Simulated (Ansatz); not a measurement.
**Cl on Ir(111): change of the work function**

Wanted: Δφ(θ) for Cl/Ir(111), starting from the fcc site.

Program: Ansatz 0.2.0. Level of theory: plane-wave DFT, PBE, Ansatz PAW. Results are calculated unless marked as measured.

Most raw output is cut from this account.

**1. Starting point**

The cell holds 4 atoms: 4 Ir. Its edges and angles: a = 2.715 Å, b = 2.715 Å, c = 24.651 Å, α = 90.0°, β = 90.0°, γ = 60.0°. Vacuum lies along c.

As a file:

```cif
data_structure
_symmetry_space_group_name_H-M 'P 1'
_symmetry_Int_Tables_number 1
_cell_length_a 2.7153
_cell_length_b 2.7153
_cell_length_c 24.6511
_cell_angle_alpha 90.000
_cell_angle_beta 90.000
_cell_angle_gamma 60.000
_cell_volume 157.40
loop_
_atom_site_label
_atom_site_type_symbol
_atom_site_fract_x
_atom_site_fract_y
_atom_site_fract_z
_atom_site_occupancy
Ir1 Ir 0.00000 0.00000 0.36510 1
Ir2 Ir 0.33333 0.33333 0.45503 1
Ir3 Ir 0.66667 0.66667 0.54497 1
Ir4 Ir 0.00000 0.00000 0.63490 1
```

**2. The clean slab**

The bare slab comes first, as the zero from which every change is counted. The two lowest layers are held at bulk places and the upper ones relax. The dipole correction removes the false field that a one-sided slab makes across the periodic vacuum, so each face gets a flat vacuum level of its own.

input.yaml

```yaml
crystal:
  lattice:
    - [2.7152900398, 0.0, 0.0]
    - [1.3576450199, 2.3515101531, 0.0]
    - [0.0, 0.0, 24.6510751011]
  atoms:
    - { symbol: Ir, position: [0.0, 0.0, 0.3650956383] }
    - { symbol: Ir, position: [0.3333333333, 0.3333333333, 0.4550318794] }
    - { symbol: Ir, position: [0.6666666667, 0.6666666667, 0.5449681206] }
    - { symbol: Ir, position: [0.0, 0.0, 0.6349043617] }
kpoints:
  mp_grid: { grid: [12, 12, 1] }
hamiltonian:
  xc: pbe
scf:
  occupations: { method: fermi_dirac, width: 0.1 }
  convergence: { dr2_threshold: 1.0e-08 }
efield:
  axis: 3
  dipole_correction: true
  ramp_position: 0.97
  ramp_width: 0.06
relax:
  f_tol: 0.02
  max_steps: 60
  constraints: [{ sites: [0, 1] }]
output:
  write_potential: true
  write_density: true
  volumetric_format: npy
```

Run with:

```bash
> ansatz run input.yaml --threads 4 --pin off --max-ram 6144MiB --backend cpu --events-out ev --progress --plain --runs-dir out
```

It took 5.9 s on 4 threads of Intel Xeon Platinum 8488C (Sapphire Rapids), shared host; peak memory 0.55 GiB; 22 s of CPU time.

The steps of the relaxation:

```csv
step,energy less that of the first step (eV),largest force component (eV/Å)
1,0.0000,0.1352
2,0.0012,0.2063
3,-0.0009,0.0028
```

Relaxation step 2 was tried and not accepted.

The run keeps the 6 symmetry operations that it works with, so distortions that break them were not tested.

The atoms that moved most (Å):

```csv
atom,dx,dy,dz,length
Ir4,0.000,0.000,-0.016,0.016
```

The relaxed structure:

```xyz
4
Lattice="2.7153 0.0000 0.0000 1.3576 2.3515 0.0000 0.0000 0.0000 24.6511" Properties=species:S:1:pos:R:3
Ir    0.0000    0.0000    9.0000
Ir    1.3576    0.7838   11.2170
Ir    2.7153    1.5677   13.4315
Ir    0.0000    0.0000   15.6353
```

Numbers from this step:

| Item | Value |
| --- | --- |
| energy at zero smearing | -47739.4651 eV |
| work function, upper face | 5.486 eV |
| dipole along the normal | 2.68e-4 e·Å |

Running mean over 2.217 Å of the planar mean; the ramp of the sawtooth is left out. The electron's electrostatic potential energy less the Fermi level by z:

```csv
z (Å),electron's electrostatic potential energy less the Fermi level (eV)
3.5,5.49
4.0,5.49
4.5,5.49
5.0,5.49
5.5,5.47
6.0,5.42
6.5,5.19
7.0,4.28
7.5,0.793
8.0,-5.49
8.5,-10.8
9.0,-12.7
9.5,-13.1
10.0,-13.3
10.5,-13.4
11.0,-13.5
11.5,-13.6
12.0,-13.6
12.5,-13.6
13.0,-13.6
13.5,-13.6
14.0,-13.6
14.5,-13.5
15.0,-13.3
15.5,-12.9
16.0,-11.7
16.5,-7.22
17.0,-0.753
17.5,3.68
18.0,5.04
18.5,5.38
19.0,5.46
19.5,5.48
20.0,5.48
20.5,5.49
21.0,5.49
21.5,5.49
```

The relaxation took 3 steps and lowered the energy by 9.4e-4 eV; the largest force on the free atoms ends at 0.0028 eV/Å.

The work function of the upper face is 5.49 eV.

**3. The covered slab, k-mesh 6×6×1, coverage 0.25 ML**

System of this step: Cl/Ir(111). The cell holds 17 atoms: 16 Ir and 1 Cl. Its edges and angles: a = 5.431 Å, b = 5.431 Å, c = 26.586 Å, α = 90.0°, β = 90.0°, γ = 60.0°. Vacuum lies along c.

The clean slab as it ended is repeated in the plane and the adsorbate is set on one face; the cell's size fixes the coverage, and the k-mesh shrinks with it to keep the sampling density about even. Adsorbate and upper layers relax, since the dipole depends on the height.

input.yaml

```yaml
crystal:
  lattice:
    - [5.4305800796, 0.0, 0.0]
    - [2.7152900398, 4.7030203062, 0.0]
    - [0.0, 0.0, 26.5864129207]
  atoms:
    - { symbol: Ir, position: [0.0, 0.0, 0.3385187775] }
    - { symbol: Ir, position: [0.1666666667, 0.1666666667, 0.421908178] }
    - { symbol: Ir, position: [0.3333333333, 0.3333333333, 0.5052005028] }
    - { symbol: Ir, position: [0.0, 0.0, 0.5880929832] }
    - { symbol: Ir, position: [0.0, 0.5, 0.3385187775] }
    - { symbol: Ir, position: [0.1666666667, 0.6666666667, 0.421908178] }
    - { symbol: Ir, position: [0.3333333333, 0.8333333333, 0.5052005028] }
    - { symbol: Ir, position: [0.0, 0.5, 0.5880929832] }
    - { symbol: Ir, position: [0.5, 0.0, 0.3385187775] }
    - { symbol: Ir, position: [0.6666666667, 0.1666666667, 0.421908178] }
    - { symbol: Ir, position: [0.8333333333, 0.3333333333, 0.5052005028] }
    - { symbol: Ir, position: [0.5, 0.0, 0.5880929832] }
    - { symbol: Ir, position: [0.5, 0.5, 0.3385187775] }
    - { symbol: Ir, position: [0.6666666667, 0.6666666667, 0.421908178] }
    - { symbol: Ir, position: [0.8333333333, 0.8333333333, 0.5052005028] }
    - { symbol: Ir, position: [0.5, 0.5, 0.5880929832] }
    - { symbol: Cl, position: [0.1666666667, 0.1666666667, 0.6614812225] }
kpoints:
  mp_grid: { grid: [6, 6, 1] }
hamiltonian:
  xc: pbe
scf:
  occupations: { method: fermi_dirac, width: 0.1 }
  convergence: { dr2_threshold: 1.0e-08 }
efield:
  axis: 3
  dipole_correction: true
  ramp_position: 0.97
  ramp_width: 0.06
relax:
  f_tol: 0.02
  max_steps: 60
  constraints: [{ sites: [0, 1, 4, 5, 8, 9, 12, 13] }]
output:
  dos: { projected: true, e_range: [-8, 4] }
  write_potential: true
  write_density: true
  volumetric_format: npy
  elf: true
```

Run time: 75 s. Hardware: 4 threads; peak memory 2.8 GiB.

This run has no spin polarisation although its electron count is odd.

The steps of the relaxation:

```csv
step,energy less that of the first step (eV),largest force component (eV/Å)
1,0.0000,1.2617
2,-0.0565,0.7630
3,-0.0884,0.0515
4,-0.0888,0.0215
5,-0.0888,0.0041
```

Forces are held to the 6 operations that the run works with; a distortion that breaks them can't arise in this run.

The atoms that moved most (Å):

```csv
atom,dx,dy,dz,length
Ir15,0.000,0.000,0.085,0.085
Cl17,0.000,0.000,0.042,0.042
Ir16,0.000,0.000,-0.032,0.032
Ir4,-0.019,-0.011,0.022,0.031
Ir12,0.019,-0.011,0.022,0.031
Ir8,0.000,0.022,0.022,0.031
Ir7,0.000,0.002,-0.011,0.012
Ir3,-0.002,-0.001,-0.011,0.012
```

The relaxed structure:

```xyz
17
Lattice="5.4306 0.0000 0.0000 2.7153 4.7030 0.0000 0.0000 0.0000 26.5864" Properties=species:S:1:pos:R:3
Ir    0.0000    0.0000    9.0000
Ir    1.3576    0.7838   11.2170
Ir    2.7138    1.5668   13.4200
Ir   -0.0188   -0.0109   15.6569
Ir    1.3576    2.3515    9.0000
Ir    2.7153    3.1353   11.2170
Ir    4.0729    3.9209   13.4200
Ir    1.3576    2.3732   15.6569
Ir    2.7153    0.0000    9.0000
Ir    4.0729    0.7838   11.2170
Ir    5.4321    1.5668   13.4200
Ir    2.7341   -0.0109   15.6569
Ir    4.0729    2.3515    9.0000
Ir    5.4306    3.1353   11.2170
Ir    6.7882    3.9192   13.5167
Ir    4.0729    2.3515   15.6035
Cl    1.3576    0.7838   17.6282
```

Numbers from this step:

```
energy at zero smearing        : -192038.6412 eV
work function, upper face      : 4.978 eV
work function, lower face      : 5.522 eV
dipole along the normal        : 0.07687 e·Å
step between the vacuum levels : -0.5446 eV
```

Running mean over 2.217 Å of the planar mean; the ramp of the sawtooth is left out. Table of electron's electrostatic potential energy less the Fermi level by z:

```csv
z (Å),electron's electrostatic potential energy less the Fermi level (eV)
4,5.52
5,5.52
6,5.44
7,4.28
8,-5.48
9,-12.7
10,-13.3
11,-13.5
12,-13.5
13,-13.5
14,-13.6
15,-13.5
16,-12.3
17,-3.39
18,2.15
19,4.17
20,4.95
21,4.98
22,4.98
23,4.98
```

The density of states has structure finer than the step of the table below, so its rows give means over 0.5 eV, whole bins alone (the curve runs from -8 to 1.98 eV). Peaks (eV: height): -5.02: 42.6, -3.94: 37.0, -3.46: 43.6, -3.07: 38.9, -2.98: 45.0, -2.17: 39.3, 1.20: 69.1.

Density of states against energy, zero at the Fermi level; means over each step:

energy (eV), density of states (states/eV a cell) and a bar from the least value:
```
     -7.5       10.0 ####
     -7.0       14.4 ###########
     -6.5       19.0 ##################
     -6.0       17.6 ################
     -5.5       16.1 #############
     -5.0       17.1 ###############
     -4.5       16.9 ###############
     -4.0       21.4 ######################
     -3.5       26.4 ##############################
     -3.0       26.6 ##############################
     -2.5       15.9 #############
     -2.0       21.3 ######################
     -1.5       15.4 ############
     -1.0       19.0 ##################
     -0.5       19.8 ###################
      0.0       16.5 ##############
      0.5       22.4 #######################
      1.0       22.0 #######################
      1.5        7.6
```

Projected DOS per atom over height of the atomic layer and energy from the Fermi level. Layers: Ir4 Ir4 Ir4 Ir4 Cl from below.

Ten even steps from '0' (0.17 states/eV) to '9' (2.94 states/eV), each cell a mean:
```
00000
11120
24430
44430
32230
43240
42240
32230
43330
32230
52240
64551
44440
23331
23324
23339
22233
23322
24421
13421
02310
00100
```
Columns: height of the atomic layer (Å) from 9 to 17.6 (not evenly spaced); rows upwards: energy from the Fermi level (eV) from -7.96 to 1.95.

Valence density in the ca plane at fractional y = 0.167, with atoms of Ir and Cl within 0.2 Å of it. It is the smooth field of the valence electrons, not physical close to the nuclei.

Ten steps, logarithmic in the rise over the least value, from '0' (0.0 e/Å³) to '9' (9.0 e/Å³), each cell a mean:
```
66543334333466643456643222210000000000000000
66543344433466643456642111000000000000000000
45433467643345433345432100000000000000000000
33334699964333322233321100000000000000000000
33334799974333322233321100000000000000000000
33334689864333332233332100000000000000000000
55433466643345433345542100000000000000000000
66543334333466643456642111000000000000000000
66543344433466643456643333210000000000000000
45433467643345433344433455431000000000000000
33334699964333322233334666642000000000000000
33334799974333322223334654652000000000000000
33334689864333332233334566642000000000000000
55433466643345433345533455421000000000000000
```
Columns run along c (16.0 Å, from fractional 0.33 to 0.93 of the cell), rows up along a (5.4 Å). Atoms in or near the plane, at fractional coordinates: Ir at (0.42, 0.17), Ir at (0.42, 0.67), Cl at (0.66, 0.17).

Electrostatic potential energy in the ca plane at fractional y = 0.167, with atoms of Ir and Cl within 0.2 Å of it. With pseudopotentials it is smooth inside the atoms' cores, unlike the true potential.

Ten even steps from '0' (-48 eV) to '9' (11 eV), each cell a mean:
```
43578888888753478853478999999999999999999999
43578887888753478854479999999999999999999999
76788732478876789876789999999999999999999999
88888300037888899988899999999999999999999999
99997200027999999999999999999999999999999999
88888400048888899988899999999999999999999999
66788743478876788876689999999999999999999999
43578888888753478853478999999999999999999999
43578887888753478864578999999999999999999999
76788732478876789877788755799999999999999999
88888300037888899998888400379999999999999999
99997100027999999999987200179999999999999999
88888400048888899988888411389999999999999999
66788743478876789876688866799999999999999999
```
Columns run along c (16.0 Å, from fractional 0.33 to 0.93 of the cell; values clipped at the 3rd and 97th percentile), rows up along a (5.4 Å). Atoms in or near the plane, at fractional coordinates: Ir at (0.42, 0.17), Ir at (0.42, 0.67), Cl at (0.66, 0.17).

ELF in the ca plane at fractional y = 0.167, with atoms of Ir and Cl within 0.2 Å of it. It is the smooth field of the valence electrons, not physical close to the nuclei.

Ten even steps from '0' (0.00) to '9' (0.87), each cell a mean:
```
45433333333345433334532367763100000000000000
44433333333345433334432112221000000000000000
33333355533333322333333100000000000000000000
33333577753333322233333210000000000000000000
33333564652333321233443210000000000000000000
33333477743333322233333200000000000000000000
33333345433333323333333100000000000000000000
45433333333345433344542123321000000000000000
44433333333345433334432478864200000000000000
33333355533333322233324899996310000000000000
33333577753333322233226878998410000000000000
33333564652333321223227845998520000000000000
33333577753333322233226888997410000000000000
33333345433333323333323799986310000000000000
```
Columns run along c (16.0 Å, from fractional 0.33 to 0.93 of the cell), rows up along a (5.4 Å). Atoms in or near the plane, at fractional coordinates: Ir at (0.42, 0.17), Ir at (0.42, 0.67), Cl at (0.66, 0.17).

The relaxation took 5 steps and lowered the energy by 0.089 eV; the largest force on the free atoms ends at 0.0041 eV/Å.

By hand: a sheet of dipoles makes a step −p/(ε₀A) in the electron's potential. With e/ε₀ = 180.95 V·Å, p = 0.07687 e·Å and A = 25.54 Å², that is −180.95 × (0.07687) / 25.54 = -0.545 eV, and the two vacuum levels of the run differ by -0.545 eV.

The covered face has 4.98 eV, -0.51 eV against the clean one; the bare back face has moved by +0.03 eV, a measure of how thin the slab is.

**4. Adsorbate added, k-mesh 12×12×1, coverage 1 ML**

System of this step: Cl/Ir(111). The cell holds 5 atoms: 4 Ir and 1 Cl. Cell: a = 2.715 Å, b = 2.715 Å, c = 26.586 Å, α = 90.0°, β = 90.0°, γ = 60.0°. Vacuum lies along c.

Another coverage, to see how the dipoles act on each other as their distance changes.

input.yaml, the sections that differ from step 3:

```yaml
crystal:
  lattice:
    - [2.7152900398, 0.0, 0.0]
    - [1.3576450199, 2.3515101531, 0.0]
    - [0.0, 0.0, 26.5864129207]
  atoms:
    - { symbol: Ir, position: [0.0, 0.0, 0.3385187775] }
    - { symbol: Ir, position: [0.3333333333, 0.3333333333, 0.421908178] }
    - { symbol: Ir, position: [0.6666666667, 0.6666666667, 0.5052005028] }
    - { symbol: Ir, position: [0.0, 0.0, 0.5880929832] }
    - { symbol: Cl, position: [0.3333333333, 0.3333333333, 0.6614812225] }
kpoints:
  mp_grid: { grid: [12, 12, 1] }
relax:
  f_tol: 0.02
  max_steps: 60
  constraints: [{ sites: [0, 1] }]
output:
  write_potential: true
  write_density: true
  volumetric_format: npy
# hamiltonian, scf, efield: as in step 3
```

The job ended after 13 s (4 threads; peak memory 0.57 GiB; 48 s of CPU time).

Step by step:

```csv
step,energy less that of the first step (eV),largest force component (eV/Å)
1,0.0000,1.4186
2,-0.1096,0.5977
3,-0.1469,0.1646
4,-0.1532,0.1238
5,-0.1543,0.0090
```

The run keeps the 6 symmetry operations that it works with, so distortions that break them were not tested.

The atoms that moved most (Å):

```csv
atom,dx,dy,dz,length
Cl5,0.000,0.000,0.309,0.309
Ir3,0.000,0.000,0.014,0.014
Ir4,0.000,0.000,-0.005,0.005
```

The relaxed structure:

```cif
data_structure
_symmetry_space_group_name_H-M 'P 1'
_symmetry_Int_Tables_number 1
_cell_length_a 2.7153
_cell_length_b 2.7153
_cell_length_c 26.5864
_cell_angle_alpha 90.000
_cell_angle_beta 90.000
_cell_angle_gamma 60.000
_cell_volume 169.76
loop_
_atom_site_label
_atom_site_type_symbol
_atom_site_fract_x
_atom_site_fract_y
_atom_site_fract_z
_atom_site_occupancy
Ir1 Ir 0.00000 0.00000 0.33852 1
Ir2 Ir 0.33333 0.33333 0.42191 1
Ir3 Ir 0.66667 0.66667 0.50574 1
Ir4 Ir 0.00000 0.00000 0.58789 1
Cl5 Cl 0.33333 0.33333 0.67310 1
```

Numbers from this step:

```yaml
energy_at_zero_smearing: -48818.3961 eV
work_function_upper_face: 5.338 eV
work_function_lower_face: 5.555 eV
dipole_along_the_normal: 0.007664 e·Å
step_between_the_vacuum_levels: -0.2172 eV
```

Running mean over 2.217 Å of the planar mean; the ramp of the sawtooth is left out. The electron's electrostatic potential energy less the Fermi level by z:

```csv
z (Å),electron's electrostatic potential energy less the Fermi level (eV)
4,5.55
5,5.55
6,5.48
7,4.31
8,-5.46
9,-12.7
10,-13.3
11,-13.5
12,-13.4
13,-13.5
14,-13.8
15,-13.7
16,-12.6
17,-8.07
18,-5.28
19,-0.0148
20,5.03
21,5.33
22,5.34
23,5.34
```

The relaxation took 5 steps and lowered the energy by 0.15 eV; the largest force on the free atoms ends at 0.0090 eV/Å.

The covered face has 5.34 eV, -0.15 eV against the clean one; the bare back face has moved by +0.06 eV, a measure of how thin the slab is.

**5. Work function against coverage**

This step: plane-wave DFT, PBE, Ansatz PAW; work function against coverage (Ansatz 0.2.0).

The runs are now put side by side.

This step gave:

- work function of the clean face: 5.486 eV
- largest change of the work function: -0.5086 eV

Table of work function of the covered face by coverage:

```csv
coverage (adsorbates/nm²),work function of the covered face (eV)
0.00,5.49
3.92,4.98
15.66,5.34
```

The dipole per adsorbate comes from the change of the cell's dipole. Coverage, by row:

```csv
coverage (1/nm²),coverage (ML),work function (eV),change (eV),"dipole per adsorbate, positive end outwards (debye)",mean height of the added atoms over the highest substrate atom (Å)
3.915,0.25,4.978,-0.5086,0.364,1.971
15.66,1,5.338,-0.1483,0.036,2.266
```

**6. Results**

| Property | Result |
| --- | --- |
| work function of the clean face | 5.49 eV |
| work function at 0.25 ML | 4.98 eV |
| work function at 1 ML | 5.34 eV |
| dipole per adsorbate at 0.25 ML, positive end outwards | 0.36 D |

What this shows: Cl lowers the work function of Ir(111) at the lowest coverage, by 0.51 eV: the adsorbate layer has its positive end outwards. An electronegative adsorbate that lowers the work function shows that charge transfer alone doesn't fix the sign: the pushed-back electron tail of the metal and the adsorbate's own polarisation count too. At the highest coverage the adsorbates are pressed to about 2.7 Å, closer than unbonded atoms of this kind usually come, so a real layer may not reach it. The slab has 4 layers, at the tabulated experimental lattice constant, one starting site was run, and quantum-size effects of a slab this thin can reach one or two tenths of an eV.

[Logs are printed without paths, hosts, clocks, repeated set-up lines and the standing remarks that a program may print on its own settings, such as how far it seeks lower states.]

[Hosts, paths, dates, database ids (printed as entryN), source tags and the programs' standing remarks are cut or masked in the printed files.]

[Maps of the electrostatic potential energy from Ansatz leave out the sawtooth potential of an applied field or a dipole correction, so their vacuum need not be flat; planar profiles and work functions include it.]

[The density of states shown here was stored with 400 of the rows of the run's finer table, so its peaks can read low, often by over a quarter, or be missed, and its means over a window can be off by a tenth or more.]
